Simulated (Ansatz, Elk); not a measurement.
# Bonding as seen by X-rays: Sc3AlSn

Structure refinements treat a crystal as free atoms side by side. For a made-up structure of Sc3AlSn (cell and positions from a PBEsol relaxation) the runs below show what the calculated density changes in F(hkl).

Method: DFT, PBE, all-electron APW+lo, Dirac cores, scalar-relativistic bands, static density, no spin, in Elk 11.2.3 (patched build).

The structure was built from a prototype and need not be the compound's stable phase.

## Step 1: The starting structure

Symmetry: Pm-3m, No. 221, cubic system. Conventional cell: a = 5.021 Å, b = 5.021 Å, c = 5.021 Å, α = 90.00°, β = 90.00°, γ = 90.00°. Nearest to Sn lie 12 Sc at 3.55 Å. Sc has 2 Al at 2.51 Å and 4 Sn at 3.55 Å and 8 Sc at 3.55 Å nearest. Nearest to Al lie 6 Sc at 2.51 Å. Farther neighbours are not listed.

## Step 2: Ground state and structure factors

An all-electron density is needed, since X-rays see the cores too. Task 0 finds the density and task 195 Fourier-transforms it; tshift is off so that phases refer to the origin typed.

The input, elk.in:

```
tasks
  0
  195

xctype
  20

spinpol
  .false.

rgkmax
  7.0

gmaxvr
  14.0

lmaxo
  7

lmaxapw
  8

swidth
  0.002

tshift
  .false.

ramdisk
  .false.

hmaxvr
  5.5

maxscl
  120

epspot
  1e-06

sppath
  './'

avec
  9.48753530356 0.00000000000 -0.00000000000
  0.00000000000 9.48753530356 0.00000000000
  -0.00000000000 0.00000000000 9.48753530356

atoms
  3
  'Sn.in'
  1
  0.0000000000 0.0000000000 -0.0000000000   0.000000 0.000000 0.000000
  'Sc.in'
  3
  0.5000000000 0.5000000000 -0.0000000000   0.000000 0.000000 0.000000
  0.5000000000 -0.0000000000 0.5000000000   0.000000 0.000000 0.000000
  -0.0000000000 0.5000000000 0.5000000000   0.000000 0.000000 0.000000
  'Al.in'
  1
  0.5000000000 0.5000000000 0.5000000000   0.000000 0.000000 0.000000

ngridk
  5 5 5
```

The run is started by

```bash
$ OMP_NUM_THREADS=4 elk
```

Numbers of over 12 decimals in the logs are rounded to 6 here.

What it wrote:

```text
┌─────────────────────────┐
│ Elk code version 11.2.3 │
└─────────────────────────┘

All units are atomic (Hartree, Bohr, etc.)

┌─────────────────────────────────────────────────┐
│ Ground-state run starting from atomic densities │
└─────────────────────────────────────────────────┘

Lattice vectors :
   9.487535304       0.000000000      -0.000000000
   0.000000000       9.487535304       0.000000000
  -0.000000000       0.000000000       9.487535304

Reciprocal lattice vectors :
  0.6622568566      -0.000000000       0.000000000
  -0.000000000      0.6622568566      -0.000000000
   0.000000000      -0.000000000      0.6622568566

Unit cell volume      :    854.0046095
Brillouin zone volume :   0.2904553567

Muffin-tin inner radius fraction :   0.1000000000E-01

Nuclei treated as point charges

Species : 1 (Sn)
 parameters loaded from : Sn.in
 name : tin
 nuclear charge    :   -50.00000000
 electronic charge :    50.00000000
 atomic mass :    216395.0922
 muffin-tin radius :    2.600000000
 number of radial points in muffin-tin :   1193
 inner part over the whole radius :   0.9914297220E-02
 number on inner part of muffin-tin    :    850
 approximate nuclear radius :   0.8828114845E-04
 number of mesh points to nuclear radius :    428
 atomic positions (lattice), magnetic fields (Cartesian) :
  1 :   0.00000000  0.00000000  0.00000000    0.00000000  0.00000000  0.00000000

Species : 2 (Sc)
 parameters loaded from : Sc.in
 name : scandium
 nuclear charge    :   -21.00000000
 electronic charge :    21.00000000
 atomic mass :    81949.61073
 muffin-tin radius :    2.400000000
 number of radial points in muffin-tin :    993
 inner part over the whole radius :   0.9898716403E-02
 number on inner part of muffin-tin    :    698
 approximate nuclear radius :   0.6711386133E-04
 number of mesh points to nuclear radius :    323
 atomic positions (lattice), magnetic fields (Cartesian) :
  1 :   0.50000000  0.50000000  0.00000000    0.00000000  0.00000000  0.00000000
  2 :   0.50000000  0.00000000  0.50000000    0.00000000  0.00000000  0.00000000
  3 :   0.00000000  0.50000000  0.50000000    0.00000000  0.00000000  0.00000000

Species : 3 (Al)
 parameters loaded from : Al.in
 name : aluminium
 nuclear charge    :   -13.00000000
 electronic charge :    13.00000000
 atomic mass :    49184.33496
 muffin-tin radius :    2.200000000
 number of radial points in muffin-tin :    793
 inner part over the whole radius :   0.9821194981E-02
 number on inner part of muffin-tin    :    552
 approximate nuclear radius :   0.5839653600E-04
 number of mesh points to nuclear radius :    244
 atomic positions (lattice), magnetic fields (Cartesian) :
  1 :   0.50000000  0.50000000  0.50000000    0.00000000  0.00000000  0.00000000

Total number of atoms per unit cell :    5
Total muffin-tin volume :    291.9419221
 ratio of muffin-tin to unit cell volume :   0.3418505227

Spin treatment :
 spin-unpolarised

Number of Bravais lattice symmetries :   48
Number of crystal symmetries         :   48
Crystal has inversion symmetry
Real symmetric eigensolver will be used

k-point grid :      5     5     5
k-point offset :    0.000000000       0.000000000       0.000000000
k-point set is reduced with full crystal symmetry group
Total number of k-points :       10

Muffin-tin radius times maximum |G+k| :    7.000000000
 using average radius
Maximum |G+k| for APW functions       :    2.916666667
Maximum (1/2)|G+k|²                   :    4.253472222
Maximum |G| for potential and density :    14.00000000
Constant for pseudocharge density :    9
 order of it for each species :   16  16  16
 order of it for pair densities of each species (exact exchange by exxq0 0: 17) :   11  10   7
Radial integration step length :    1

G-vector grid sizes :     45    45    45
Number of G-vectors :    39607

Maximum angular momentum used for
 APW functions            :    8
 outer part of muffin-tin :    7
 inner part of muffin-tin :    2

Total nuclear charge    :   -126.0000000
[...]
exchange                    :     -295.30960606713
 correlation                 :     -5.858337
 electron entropic           :    -0.91977967069331E-03
 total energy                :     -8715.5767785506

Density of states at Fermi energy :    61.38329432
 (states/Hartree/unit cell)

Estimated indirect band gap :   0.6698963672E-02
 from k-point 4 to k-point 5
Estimated direct band gap   :   0.1211701206E-01
 at k-point 4

Charges :
 core                        :    64.00000000
 valence                     :    62.00000000
 interstitial                :    9.092393953
 muffin-tins (core leakage)
  species : 1 (Sn)
   atom 1                    :    47.73583727     (  0.6716169196E-04)
  species : 2 (Sc)
[...]
species : 3 (Al)
[...]
total in muffin-tins        :    116.9076060
 total calculated charge     :    125.9996258
 total charge                :    126.0000000
 error                       :   0.3741910184E-03

RMS change in Kohn-Sham potential (target) :   0.3816593394     (  0.1000000000E-05)
Absolute change in total energy (target)   :   0.2280051381     (  0.1000000000E-03)

[... loops 3 to 14 left out ...]

┌──────────────────┐
│ Loop number : 15 │
└──────────────────┘

Energies :
 Fermi                       :     0.185770
 sum of occupied eigenvalues :     -5204.8961721753
 electron kinetic            :      9060.8981438911
 core electron kinetic       :      8593.8938249095
 Coulomb                     :     -17474.198305086
 Coulomb potential           :     -13874.053480338
 nuclear-nuclear             :     -934.77296622589
 electron-nuclear            :     -19224.122660251
 Hartree                     :      2684.6973213903
 Madelung                    :     -10537.171564917
 xc potential                :     -391.74083572827
 exchange                    :     -295.41537534675
 correlation                 :     -5.861398
 electron entropic           :    -0.71324745748449E-03
 total energy                :     -8714.5776479276

Density of states at Fermi energy :    55.61924519
 (states/Hartree/unit cell)

Estimated indirect band gap :   0.1072615195E-02
 from k-point 2 to k-point 4
Estimated direct band gap   :   0.1175552164E-01
 at k-point 2

Charges :
 core                        :    64.00000000
 valence                     :    62.00000000
 interstitial                :    9.048850793
 muffin-tins (core leakage)
  species : 1 (Sn)
[...]
species : 2 (Sc)
[...]
species : 3 (Al)
[...]
total in muffin-tins        :    116.9511492
 total calculated charge     :    125.9995447
 total charge                :    126.0000000
 error                       :   0.4553240534E-03

RMS change in Kohn-Sham potential (target) :   0.3079746642E-06 (  0.1000000000E-05)
Absolute change in total energy (target)   :   0.6607335126E-04 (  0.1000000000E-03)

Convergence targets achieved

┌──────────────────┐
│ Loop number : 16 │
└──────────────────┘

Energies :
 Fermi                       :     0.185770
 sum of occupied eigenvalues :     -5204.8961726651
 electron kinetic            :      9060.8981516067
 core electron kinetic       :      8593.8938313220
 Coulomb                     :     -17474.198311702
 Coulomb potential           :     -13874.053487753
 nuclear-nuclear             :     -934.77296622589
 electron-nuclear            :     -19224.122665842
 Hartree                     :      2684.6973203660
 Madelung                    :     -10537.171567825
 xc potential                :     -391.74083651830
 exchange                    :     -295.41537539693
 correlation                 :     -5.861398
 electron entropic           :    -0.71324813092399E-03
 total energy                :     -8714.5776468747

Density of states at Fermi energy :    55.61928169
 (states/Hartree/unit cell)

Estimated indirect band gap :   0.1072605439E-02
 from k-point 2 to k-point 4
Estimated direct band gap   :   0.1175553207E-01
 at k-point 2

Charges :
 core                        :    64.00000000
 valence                     :    62.00000000
 interstitial                :    9.048850837
 muffin-tins (core leakage)
  species : 1 (Sn)
[...]
species : 2 (Sc)
[...]
atom 2                    :    19.11002384     ( -0.2163290436E-06)
   atom 3                    :    19.11002384     ( -0.2163290436E-06)
  species : 3 (Al)
   atom 1                    :    11.59502860     (  0.5090965227E-03)
 total in muffin-tins        :    116.9511492
 total calculated charge     :    125.9995447
 total charge                :    126.0000000
 error                       :   0.4553240438E-03

┌──────────────────────────────┐
│ Self-consistent loop stopped │
└──────────────────────────────┘

Warning : core states of species 3 leak from the muffin-tin :   0.5090965227E-03

Wrote STATE.OUT
```

Run time: 23 s. Hardware: 4 threads of Arm Neoverse V2, shared host; peak memory 0.23 GiB.

SFACRHO.OUT:

```text

h k l indices transformed by vhmat matrix:
   1.000000000       0.000000000       0.000000000    
   0.000000000       1.000000000       0.000000000    
   0.000000000       0.000000000       1.000000000    

      h      k      l  multipl.   |H|            Re(F)            Im(F)           |F|

      0      0      0      1   0.0000000       126.00000      0.62680985E-16   126.00000    
      0      0      1      6  0.66225686       16.345813      0.52290071E-14   16.345813    
      0     -1      1     12  0.93657263       37.586249     -0.49630997E-14   37.586249    
     -1     -1     -1      8   1.1470625       79.865505      0.82346386E-14   79.865505    
      0      0     -2      6   1.3245137       94.477649      0.99800606E-14   94.477649    
     -1     -2      0     24   1.4808513       15.787654     -0.66963369E-14   15.787654    
     -2      1      1     24   1.6221914       32.076886     -0.11058206E-13   32.076886    
     -2      2      0     12   1.8731453       82.453333      0.82466418E-14   82.453333    
     -2      1     -2     24   1.9867706       14.634546     -0.10752410E-13   14.634546    
     -3      0      0      6   1.9867706       14.448713     -0.69852650E-13   14.448713    
      0      3     -1     24   2.0942401       29.666274     -0.15432222E-13   29.666274    
      3     -1      1     24   2.1964575       60.895871     -0.26039283E-13   60.895871    
      2      2      2      8   2.2941250       74.051570     -0.22176424E-13   74.051570    
      0      3     -2     24   2.3878011       13.565828      0.52977392E-13   13.565828    
     -3      1      2     48   2.4779383       27.512278      0.39899386E-14   27.512278    
      4      0      0      6   2.6490274       67.662740     -0.13482902E-13   67.662740    
     -1      0      4     24   2.7305550       12.887591      0.11756774E-16   12.887591    
      2     -3     -2     24   2.7305550       12.844155     -0.48960932E-13   12.844155
```

Elk indexes on the primitive cell of elk.in and gives |H| = 4π sin θ/λ in inverse bohr. Below, one row stands for each form hkl of the conventional cell (m members, Friedel mates merged), F is for one primitive cell and the density is static (no thermal factor). Free-atom factors are Waasmaier and Kirfel's, and R is Σm||F|−|F'||/Σm|F|.

| hkl | m | sin θ/λ (Å⁻¹) | abs F, DFT | neutral atoms | diff. |
| --- | --- | --- | --- | --- | --- |
| 100 | 6 | 0.100 | 16.346 | 16.776 | -0.430 |
| 110 | 12 | 0.141 | 37.586 | 37.184 | +0.402 |
| 111 | 8 | 0.172 | 79.865 | 80.164 | -0.299 |
| 200 | 6 | 0.199 | 94.478 | 94.999 | -0.522 |
| 210 | 24 | 0.223 | 15.788 | 15.681 | +0.107 |
| 211 | 24 | 0.244 | 32.077 | 32.440 | -0.363 |
| 220 | 12 | 0.282 | 82.453 | 82.499 | -0.046 |
| 221 | 24 | 0.299 | 14.634 | 14.514 | +0.120 |
| 300 | 6 | 0.299 | 14.449 | 14.514 | -0.065 |
| 310 | 24 | 0.315 | 29.666 | 29.676 | -0.009 |
| 311 | 24 | 0.330 | 60.896 | 60.811 | +0.085 |
| 222 | 8 | 0.345 | 74.052 | 73.993 | +0.059 |
| 320 | 24 | 0.359 | 13.566 | 13.612 | -0.046 |
| 321 | 48 | 0.373 | 27.512 | 27.549 | -0.036 |
| 400 | 6 | 0.398 | 67.663 | 67.641 | +0.022 |
| 410 | 24 | 0.411 | 12.888 | 12.875 | +0.012 |
| 322 | 24 | 0.411 | 12.844 | 12.875 | -0.031 |
| 330 | 12 | 0.422 | 25.781 | 25.753 | +0.029 |

## Step 3: The highest occupied states alone

An energy window below the Fermi level keeps the highest occupied states, to see at which angles they scatter; shallow core shells can lie inside it and anion s states outside. No new self-consistency is needed.

elk.in, as its differences from that of step 2:

```diff
@@ -1,3 +1,2 @@
 tasks
-  0
   195
@@ -40,2 +39,5 @@
 
+wsfac
+  -0.255220 0.485770
+
 sppath
```

The run is started by

```bash
$ OMP_NUM_THREADS=4 elk
```

What it wrote:

```text
┌─────────────────────────────────┐
│ Elk code version 11.2.3 started │
└─────────────────────────────────┘

Info(readinput): the functional depends on the density's gradient
 muffin-tin radial points multiplied by    2.00000
 (not where nrmtscf is given)

┌────────────────────┐
│ Current task : 195 │
└────────────────────┘

Info(sfacrho): density structure factors written to SFACRHO.OUT

 Energy window :  -0.2552200000      0.4857700000

┌──────────────────┐
│ Elk code stopped │
└──────────────────┘
```

Wall time 13 s (4 threads); peak memory 0.16 GiB; 14 s of CPU time.

States within 12 eV below the Fermi level hold 16.00 electrons; any levels below the window count with the cores. Their amplitudes can exceed the total, where window and core parts have opposite phase:

| hkl | sin θ/λ (Å⁻¹) | abs F, window | abs F, all |
| --- | --- | --- | --- |
| 100 | 0.100 | 1.184 | 16.346 |
| 110 | 0.141 | 1.512 | 37.586 |
| 111 | 0.172 | 1.228 | 79.865 |
| 200 | 0.199 | 0.944 | 94.478 |
| 210 | 0.223 | 0.210 | 15.788 |
| 211 | 0.244 | 0.654 | 32.077 |
| 220 | 0.282 | 0.427 | 82.453 |
| 221 | 0.299 | 0.140 | 14.634 |
| 300 | 0.299 | 0.322 | 14.449 |
| 310 | 0.315 | 0.328 | 29.666 |

## Step 4: Another functional

The difference from free atoms is small, so it is set against the change that LDA (Perdew-Wang) makes.

elk.in, as its differences from that of step 3:

```diff
@@ -1,2 +1,3 @@
 tasks
+  0
   195
@@ -4,3 +5,3 @@
 xctype
-  20
+  3
 
@@ -39,5 +40,2 @@
 
-wsfac
-  -0.255220 0.485770
-
 sppath
```

The run is started by

```bash
$ OMP_NUM_THREADS=4 elk
```

What it wrote:

```text
┌─────────────────────────┐
│ Elk code version 11.2.3 │
└─────────────────────────┘

All units are atomic (Hartree, Bohr, etc.)

┌─────────────────────────────────────────────────┐
│ Ground-state run starting from atomic densities │
└─────────────────────────────────────────────────┘

Lattice vectors :
   9.487535304       0.000000000      -0.000000000
   0.000000000       9.487535304       0.000000000
  -0.000000000       0.000000000       9.487535304

Reciprocal lattice vectors :
  0.6622568566      -0.000000000       0.000000000
[...]
species : 1 (Sn)
[...]
species : 2 (Sc)
[...]
atom 3                    :    19.12823208     ( -0.3512600291E-05)
  species : 3 (Al)
   atom 1                    :    11.60501138     (  0.5377382586E-03)
 total in muffin-tins        :    117.0490672
 total calculated charge     :    125.9995141
 total charge                :    126.0000000
 error                       :   0.4859232847E-03

┌──────────────────────────────┐
│ Self-consistent loop stopped │
└──────────────────────────────┘

Warning : core states of species 3 leak from the muffin-tin :   0.5377382586E-03

Wrote STATE.OUT
[key lines of the parts left out:]
total energy                :     -8703.2064819894
```

Run time: 14 s. Hardware: 4 threads; peak memory 0.18 GiB.

Against the first run R = 0.05 %; the largest change is -0.061 at 220.

## Step 5: Basis size

The basis and the expansions that go with it are enlarged, to see whether the differences are converged.

elk.in, as its differences from that of step 4:

```diff
@@ -5,3 +5,3 @@
 xctype
-  3
+  20
 
@@ -11,12 +11,12 @@
 rgkmax
-  7.0
+  8.5
 
 gmaxvr
-  14.0
+  18.0
 
 lmaxo
-  7
+  9
 
 lmaxapw
-  8
+  10
```

The run is started by

```bash
$ OMP_NUM_THREADS=4 elk
```

What it wrote:

```text
┌─────────────────────────┐
│ Elk code version 11.2.3 │
└─────────────────────────┘

All units are atomic (Hartree, Bohr, etc.)

┌─────────────────────────────────────────────────┐
│ Ground-state run starting from atomic densities │
└─────────────────────────────────────────────────┘

Lattice vectors :
   9.487535304       0.000000000      -0.000000000
   0.000000000       9.487535304       0.000000000
  -0.000000000       0.000000000       9.487535304

Reciprocal lattice vectors :
  0.6622568566      -0.000000000       0.000000000
[...]
species : 1 (Sn)
[...]
species : 2 (Sc)
[...]
atom 3                    :    19.11765952     ( -0.2163276474E-06)
  species : 3 (Al)
   atom 1                    :    11.59527628     (  0.5089113454E-03)
 total in muffin-tins        :    116.9787789
 total calculated charge     :    125.9994317
 total charge                :    126.0000000
 error                       :   0.5682577644E-03

┌──────────────────────────────┐
│ Self-consistent loop stopped │
└──────────────────────────────┘

Warning : core states of species 3 leak from the muffin-tin :   0.5089113454E-03

Wrote STATE.OUT
[key lines of the parts left out:]
total energy                :     -8714.5921434667
```

It took 57 s on 4 threads; peak memory 0.46 GiB; 1.9 min of CPU time.

Against the first run R = 0.01 %; the largest change is -0.011 at 420.

## Step 6: Settings against the effect

| run | R against the first run (%) | R against neutral atoms, low angle (%) | wall time |
| --- | --- | --- | --- |
| PBE, rgkmax 7 | 0.00 | 0.65 | 23 s |
| LDA (Perdew-Wang) | 0.05 | 0.65 | 14 s |
| rgkmax 8.5 with larger expansions | 0.01 | 0.64 | 57 s |

## Step 7: Results

```yaml
r_against_neutral_atoms_sin_theta_lambda_0p3_a_minus1: 0.65 %
r_against_neutral_atoms_0p3_to_0p82_a_minus1: 0.15 %
```

**Reading.** Independent neutral atoms miss the calculated amplitudes by R = 0.65 % below 0.3 Å⁻¹ and 0.15 % from there to 0.82 Å⁻¹; by shells, 1.35 % below 0.15 Å⁻¹ (2 forms), 0.55 % 0.15 to 0.3 (7 forms), 0.13 % 0.3 to 0.45 (12 forms), 0.16 % above 0.45 (67 forms). Bonding, aspherical density and the tables' own atoms all enter these figures, and the runs don't part them. The largest change of an amplitude is -0.52 electrons, at 200. The window's part falls from 16.0 electrons at the origin to at most 0.29 between 0.45 and 0.82 Å⁻¹. Below 0.3 Å⁻¹ the changes that finished (LDA (Perdew-Wang) and rgkmax 8.5 with larger expansions) move F by R = 0.04 % at most, against the 0.65 % that separates it from free atoms. The k-mesh has no finished test. Part of the difference isn't bonding: the tables are fits to free atoms and ions calculated by other methods than this functional. Thermal motion, anomalous dispersion and extinction are left out.

[Logs are printed without paths, hosts, clocks, repeated set-up lines and the standing remarks that a program may print on its own settings, such as how far it seeks lower states.]

[Hosts, paths, dates, database ids (printed as entryN), source tags and the programs' standing remarks are cut or masked in the printed files.]
